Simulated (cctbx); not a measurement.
**Accept or mend?**

Cell a = 10.6270 Å, b = 4.6390 Å, c = 10.6590 Å, α = 90.00°, β = 94.31°, γ = 90.00°; space group Cm (no. 8).

The data are simulated with cctbx, not measured: Mo Kα, λ = 0.71073 Å, to d = 0.77 Å, 50 % of the full sphere, strongest reflection 40000 counts, noise from counting, a 4 % proportional error and a noise floor of 15 counts (s.d.); no absorption.

An anisotropic refinement with weights 1/σ² prints:

```text
Rint 0.024, 935 unique reflections to 0.77 A
cycle     R1     wR2    GooF  max shift (A)
   1  0.0821  0.2038   4.029   0.04636
   4  0.0754  0.1830   3.618   0.00008
final R1 0.0754 wR2 0.1830 GooF 3.618  parameters 66  data/parameter 14.2
atom        x        y        z      Ueq    occ   su(xyz)  su(Uiso or U11)
Pb1    0.48926  0.00000  0.81520   0.0079  1.000  0.00014  0.0011
Pb2    0.48786  0.50000  0.33576   0.0089  1.000  0.00014  0.0010
Ge1    0.17668  0.00000  0.50626   0.0123  1.000  0.00057  0.0027
Cu1    0.10360  0.50000  0.60700   0.0172  1.000  0.00066  0.0035
Cu2    0.09885  0.00000  0.12492   0.0151  1.000  0.00063  0.0033
Cu3    0.40411  0.50000  0.88936   0.0156  1.000  0.00072  0.0040
Cu4    0.38821  0.00000  0.39755   0.0093  1.000  0.00059  0.0028
Cu5    0.17765  0.50000  0.00185   0.0112  1.000  0.00067  0.0030
Ca1    0.39627  0.50000  0.61332   0.0151  1.000  0.00120  0.0048
Ca2    0.39434  0.00000  0.10268   0.0101  1.000  0.00102  0.0045
Ca3    0.17885  0.50000  0.31040   0.0187  1.000  0.00120  0.0053
difference map: max 24.08 min -3.05 rms 0.98
Q1    0.1920  0.0000  0.8162    2   24.85  3.06 A from Cu5
Q2    0.2900  0.0000  0.3365    2   16.36  1.19 A from Cu4
Q3    0.1879  0.5000  0.3955    2    7.43  0.90 A from Ca3
Q4    0.4722  0.0000  0.5151    2    7.29  1.48 A from Cu4
Q5    0.4889  0.0000  0.8093    2    6.71  0.06 A from Pb1
Q6    0.1891  0.5000  0.3159    2    5.67  0.12 A from Ca3
```

Q: Accept it or mend it, and why?

Mend it. The fault: an atom left out, Ca at (0.1896, 0, 0.8163). Against the right model at the same level, R1 goes from 0.0197 to 0.0754 and GooF from 0.96 to 3.62 and the top difference peak, 24.9 e/Å³, lies 3.06 Å from Cu5. Q1 is the missing atom. With scattering power missing, scale and phases suffer, so peaks may also grow on the heavy atoms.

The compound is Ca4Cu5GePb2. The right model at the same level gives:

```text
Rint 0.024, 935 unique reflections to 0.77 A
cycle     R1     wR2    GooF  max shift (A)
   1  0.0200  0.0496   0.985   0.00302
   2  0.0197  0.0483   0.958   0.00011
final R1 0.0197 wR2 0.0483 GooF 0.958  parameters 72  data/parameter 13.0
atom        x        y        z      Ueq    occ   su(xyz)  su(Uiso or U11)
Pb1    0.48924  0.00000  0.81466   0.0102  1.000  0.00003  0.0003
Pb2    0.48789  0.50000  0.33590   0.0084  1.000  0.00004  0.0003
Ge1    0.17736  0.00000  0.50840   0.0110  1.000  0.00014  0.0007
Cu1    0.10126  0.50000  0.60799   0.0147  1.000  0.00017  0.0009
Cu2    0.09800  0.00000  0.12578   0.0137  1.000  0.00017  0.0009
Cu3    0.40500  0.50000  0.88948   0.0115  1.000  0.00018  0.0010
Cu4    0.38745  0.00000  0.39817   0.0124  1.000  0.00018  0.0011
Cu5    0.17922  0.50000  0.00302   0.0113  1.000  0.00019  0.0008
Ca1    0.39644  0.50000  0.61063   0.0130  1.000  0.00029  0.0013
Ca2    0.39231  0.00000  0.09839   0.0156  1.000  0.00031  0.0014
Ca3    0.19211  0.00000  0.81649   0.0147  1.000  0.00028  0.0015
Ca4    0.18187  0.50000  0.31063   0.0155  1.000  0.00029  0.0015
Flack x: -0.008(8)
Hooft y: 0.001(9)  Bijvoet pairs: 323
difference map: max 1.09 min -0.90 rms 0.23
Q1    0.3207  0.0000  0.5622    2    1.12  1.59 A from Ge1
Q2    0.2051  0.5000  0.6654    2    1.08  1.22 A from Cu1
Q3    0.3271  0.5000  0.2584    2    1.07  1.68 A from Ca4
Q4    0.4901  0.0000  0.9338    2    0.97  1.27 A from Pb1
Q5    0.0022  0.0000  0.2191    2    0.96  1.27 A from Pb2
Q6    0.2704  0.0000  0.1970    2    0.93  1.73 A from Ca2
```

This is a model crystal, built by substitution and not relaxed, with assumed displacement parameters.

[Middle refinement cycles are left out of these outputs.]

[Logs are printed without paths, hosts, clocks, repeated set-up lines and the standing remarks that a program may print on its own settings, such as how far it seeks lower states.]
